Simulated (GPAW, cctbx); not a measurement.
# How far are the atoms of SrHf3 from free atoms?

Aim: compute the bonding part of the density of SrHf3, find which reflections carry it, and see how it biases an ordinary refinement.

The start was made by putting kin elements into a known structure type; the compound need not exist, or be stable, in this form. All numbers below are calculated.

**1. Relax the structure**

The density hangs on the geometry, so cell and atoms are relaxed first, with the symmetry held. The cutoff is set higher than for the density because stress converges slowly with plane waves.

Settings: GPAW 26.7.0, PBE, 570 eV, 5×5×5 k-points, Fermi–Dirac width 0.1 eV, BFGS to 0.03 eV/Å.

```text
cell
1.0
     4.752000000    0.000000000    0.000000000
     0.000000000    4.752000000    0.000000000
    -2.376000000   -2.376000000    4.893500000
Hf Sr
3 1
Direct
0.500000000 0.500000000 0.000000000
0.750000000 0.250000000 0.500000000
0.250000000 0.750000000 0.500000000
0.000000000 0.000000000 0.000000000
```

```console
$ OMP_NUM_THREADS=1 mpirun -n 4 gpaw python run.py > gpaw.log
```

```text
BFGS:    0      -21.732629        0.986256
BFGS:    1      -21.752556        0.908778
BFGS:    2      -21.839297        0.206465
BFGS:    3      -21.840814        0.164338
...
BFGS:    6      -21.856628        0.132825
BFGS:    7      -21.858548        0.036836
BFGS:    8      -21.858752        0.006349
cell  4.7448 4.7448 5.6931  114.63 114.63 90.00
volume 103.548 A^3, largest force 0.000 eV/A, largest stress 0.04 GPa
```

After 8 steps the volume has changed by -6.3 % and the energy by -0.126 eV; the largest stress left is 0.04 GPa. It took 1.7 min on 4 cores of Arm Neoverse V1 (shared host), peak memory 1 GiB.

Relaxed structure: I4/mmm (no. 139), a = 4.7448 Å, b = 4.7448 Å, c = 9.1990 Å, α = 90.00°, β = 90.00°, γ = 90.00°.

```
atom  mult.    x    y    z
 Hf1      2  1/2  1/2    0
 Hf2      4  1/2    0  1/4
 Sr1      2    0    0    0
```

**2. Density and charge transfer**

X-rays see the whole electron density, so the PAW density is rebuilt with its core regions. Subtracting spherical free atoms from the same code cancels the cores and leaves the deformation density Δρ, the part due to bonding.

Settings: PBE, 450 eV, 6×6×6 k-points, Fermi–Dirac width 0.1 eV; primitive cell of 4 atoms.

```console
$ OMP_NUM_THREADS=1 mpirun -n 4 gpaw python run.py > gpaw.log
```

```text
|iter:   1|       0s |  -22.167495 | +0.19 |       |
|iter:   2|       1s |  -22.170674 | -1.33 | -1.28 |
|iter:   3|       2s |  -22.170337c| -0.58 | -1.30 |
...
|iter:   9|      11s |  -21.773753c| -5.58 | -3.82 |
|iter:  10|      12s |  -21.773757c| -6.63 | -4.38c|
|iter:  11|      13s |  -21.773757c| -7.46c| -5.19c|
```

```text
gpts.py:43: UserWarning: Initial realspace grid (24,24,28) inconsistent with symmetries.
gpts.py:43: UserWarning: Initial realspace grid (24,24,28) inconsistent with symmetries.
gpts.py:43: UserWarning: Initial realspace grid (24,24,28) inconsistent with symmetries.
gpts.py:43: UserWarning: Initial realspace grid (24,24,28) inconsistent with symmetries.
gpts.py:70: UserWarning: Using symmetrized grid: (28,28,28).
gpts.py:70: UserWarning: Using symmetrized grid: (28,28,28).
gpts.py:70: UserWarning: Using symmetrized grid: (28,28,28).
gpts.py:70: UserWarning: Using symmetrized grid: (28,28,28).
grid (56, 56, 56)  electrons 254.000  moved by bonding 0.901 e
deformation density beyond 0.5 A of the nuclei: max 0.040, min -0.085 e/A^3
atom        x       y       z   Voronoi charge  moment
Hf1    0.5000  0.5000  0.0000      0.016       0.00
Hf2    0.7500  0.2500  0.5000      0.039       0.00
Hf3    0.2500  0.7500  0.5000      0.039       0.00
Sr4    0.0000  0.0000  0.0000     -0.094       0.00
mean inner potential of superposed free atoms 23.547 V
total magnetic moment 0.000 muB
```

Deformation density in a plane through the shortest contact of the Hf atom at the origin, in 0.01 e/Å³ (clipped at ±99); x from -1.6 to 4.9 Å, y from 2.4 down to -2.4 Å:

```text
  2   0  -3  -4  -5  -4  -1   0   0   0   0   1   1   0   1   1
  3   2   0   0   0   1   2   2   1   0   0  -1   0   1   2   3
  3   2   2   2   2   2   2   3   2   0  -1  -2  -1   1   2   3
  3   2   0   0  -1  -1   1   2   2   0  -4  -5  -3  -1   2   2
  2   0  -4  -1  -1  -8  -3   2   2  -2  -7  -2  -3  -4   0   1
  2  -1  -3  -5   .  -5  -4   1   2  -4  -6   .  -4  -3  -3  -1
  2  -1   2   .   .   2  -2   1   1  -4  -6   .   .   0  -5  -2
  2  -1  -6  -3   .  -2  -3   1   1  -3  -2   .  -6  -5  -5  -2
  2  -1  -7  -4   1  -4  -1   2   2  -1  -4  -3  -6  -6  -2   0
  3   2  -1  -1   0   0   1   2   2   1   0  -1  -1   0   1   1
  3   3   2   2   2   2   2   3   3   2   2   2   2   2   3   3
  2   2   1   1   0   0   1   2   3   2   1   1   0   0   2   3
  0  -1  -3  -5  -4  -4  -1   1   2   0  -3  -2  -3  -6  -1   2
```

Atoms in or within 0.15 Å of the plane: Hf (0.0, 0.0), Hf (3.3, 0.0) Å. Dots mark points within about 0.45 Å of a nucleus; large values next to them are atomic features.

Sr gains most (-0.09 e) and Hf loses most (+0.03 e), in averages over each element's sites, which isn't the order of electronegativity: valence and coordination count too, and Voronoi cells cut space at the midplane whatever the atoms' sizes. Along the shortest contact from the Hf atom at the map's origin, Hf–Hf at 3.30 Å, Δρ is +0.02 e/Å³ at the midpoint and highest, +0.03, 0.69 Å from Hf (points within 0.5 Å of a nucleus left out): little piles up between the atoms, as is usual in a metallic crystal, which this run finds. At the midpoints of other shortest contacts it is -0.02 (Hf–Sr, 3.30 Å) e/Å³. Point values carry grid noise of about 0.01 e/Å³. The run needed 11 iterations, 21 s.

**3. Structure factors**

The Fourier components of Δρ, added to those of the free atoms, give the static X-ray structure factors; the Mott–Bethe relation turns them into the Fourier components V of the potential that fast electrons feel.

```text
static structure factors of the conventional cell: F in electrons, V (Mott-Bethe) in volts
   h  k  l      d  |F| table  |F| free   |F| DFT   change   |V| free  |V| DFT  change %
   0  0  2  4.5995    66.293    66.146    65.997   -0.149     0.868    0.938      8.0
   1  0  1  4.2169    65.847    65.717    65.595   -0.122     0.898    0.947      5.4
   1  1  0  3.3551    64.319    64.243    63.963   -0.280     0.936    1.006      7.5
   1  1  2  2.7106   432.846   432.509   431.699   -0.810    12.276   12.407      1.1
   1  0  3  2.5754    62.007    61.901    61.388   -0.512     0.895    0.971      8.4
   2  0  0  2.3724   419.841   419.259   418.653   -0.606    11.054   11.130      0.7
   0  0  4  2.2997   416.559   415.925   415.413   -0.511    10.778   10.838      0.6
   2  0  2  2.1085    59.844    59.631    59.318   -0.313     0.823    0.854      3.7
   2  1  1  2.0676    59.603    59.380    59.212   -0.168     0.816    0.831      1.9
   1  1  4  1.8969    58.458    58.200    58.257    0.056     0.780    0.776     -0.6
   2  1  3  1.7449    57.195    56.924    57.142    0.218     0.746    0.732     -2.0
   1  0  5  1.7154    56.916    56.646    56.702    0.057     0.739    0.736     -0.5
   2  2  0  1.6775   377.201   376.439   376.890    0.450     8.194    8.166     -0.3
   2  0  4  1.6513   374.934   374.188   374.572    0.385     8.075    8.052     -0.3
```

The largest X-ray change is -0.81 e on 112, 0.2 % of |F|. For electrons V goes as (Z − F)/g², so a change of F counts against Z − F, which is small at low angle and wherever the atoms' terms cancel: |V| of 103 moves by +8.4 % (0.90 to 0.97 V) against -0.8 % in |F|. The last three rows still change by up to 0.45 e; the table stops while the angles are still low. The tabulated Hartree–Fock atoms differ from the free DFT atoms by up to 0.76 e, so the choice of reference atom matters too.

**4. How cheap can the run be?**

Cutoff and k-mesh: one is changed at a time, to find what the result needs.

| run | ΔF 112 (e) | ΔF 200 (e) | ΔF 103 (e) | q(Sr) (e) | moved (e) | time |
| --- | --- | --- | --- | --- | --- | --- |
| 450 eV 6×6×6 | -0.810 | -0.606 | -0.512 | -0.094 | 0.901 | 21 s |
| 250 eV 6×6×6 | -0.831 | -0.627 | -0.516 | -0.095 | 0.863 | 12 s |
| 350 eV 6×6×6 | -0.808 | -0.606 | -0.515 | -0.094 | 0.900 | 15 s |
| 750 eV 6×6×6 | -0.808 | -0.608 | -0.513 | -0.094 | 0.905 | 42 s |
| 450 eV 2×2×2 | -0.691 | -0.689 | -0.551 | -0.087 | 0.934 | 8.6 s |
| 450 eV 3×3×3 | -0.809 | -0.616 | -0.509 | -0.095 | 0.900 | 9 s |

Within 0.02 e of the base on all three: 450 eV 3×3×3, 350 eV 6×6×6 and 750 eV 6×6×6. The largest error, 0.119 e, comes with 450 eV 2×2×2. Times are from shared hosts.

**5. What a spherical-atom refinement makes of it**

Routine crystallography fits spherical atoms. To see the bias, intensities are simulated from tabulated atoms plus the DFT change ΔF, so that bonding alone can misfit (3506 reflections of the full sphere, merged to the counts below, to 0.5 Å, 1.5 % proportional noise plus counting noise, assumed isotropic U as listed, Δρ smeared by the mean U) and refined with cctbx over different ranges.

```
                    range  data      R1  GooF  U Hf1 (true 0.0072)  U Hf2 (true 0.0072)  U Sr1 (true 0.0093)  largest shift (Å)  Δρ max, min (e/Å³)
                 all data   293  0.0041  0.97               0.0072               0.0072               0.0093             0.0000         0.40, -0.37
 low resolution, d > 0.84    73  0.0039  1.02               0.0072               0.0072               0.0093             0.0000         0.20, -0.28
     high order, d < 0.75   195  0.0043  0.94               0.0072               0.0072               0.0092             0.0000         0.30, -0.34
occupancies free, d > 0.7   116  0.0038  1.02               0.0073               0.0073               0.0095             0.0000         0.31, -0.43
```

With all data GooF is 0.97, so at this noise the bonding hardly shows; the top residual peak, near noise level, lies 1.27 Å from Sr and 2.09 Å from Hf. No U is off by more than 3 s.u. at low resolution. Symmetry fixes every coordinate, so the shifts are zero by construction. With Hf1 held at 1 and the scale free, the other occupancies refine to Hf2 1.000(0.001) and Sr1 1.003(0.002), within three s.u. of full.

**6. Answer**

Bonding moves 0.90 e in the primitive cell of SrHf3 and changes the structure factors of the conventional cell in the table above by at most 0.81 e (112, 0.2 %), and among reflections above 2 % of the strongest by up to 0.8 % (103). The shortest bond, Hf–Hf, has Δρ = +0.02 e/Å³ at its midpoint, with no localised bond charge. Within 0.02 e of the base on all three: 450 eV 3×3×3, 350 eV 6×6×6 and 750 eV 6×6×6. The largest error, 0.119 e, comes with 450 eV 2×2×2. With all data GooF is 0.97, so at this noise the bonding hardly shows. Limits: static density, frozen cores, no spin–orbit coupling.

[Outputs are excerpts: Python notices, other lines and further rows are left out; steps that failed or that the build refused (PBEsol, TPSS) are not shown.]

[Logs are printed without paths, hosts, clocks, repeated set-up lines and the standing remarks that a program may print on its own settings, such as how far it seeks lower states.]
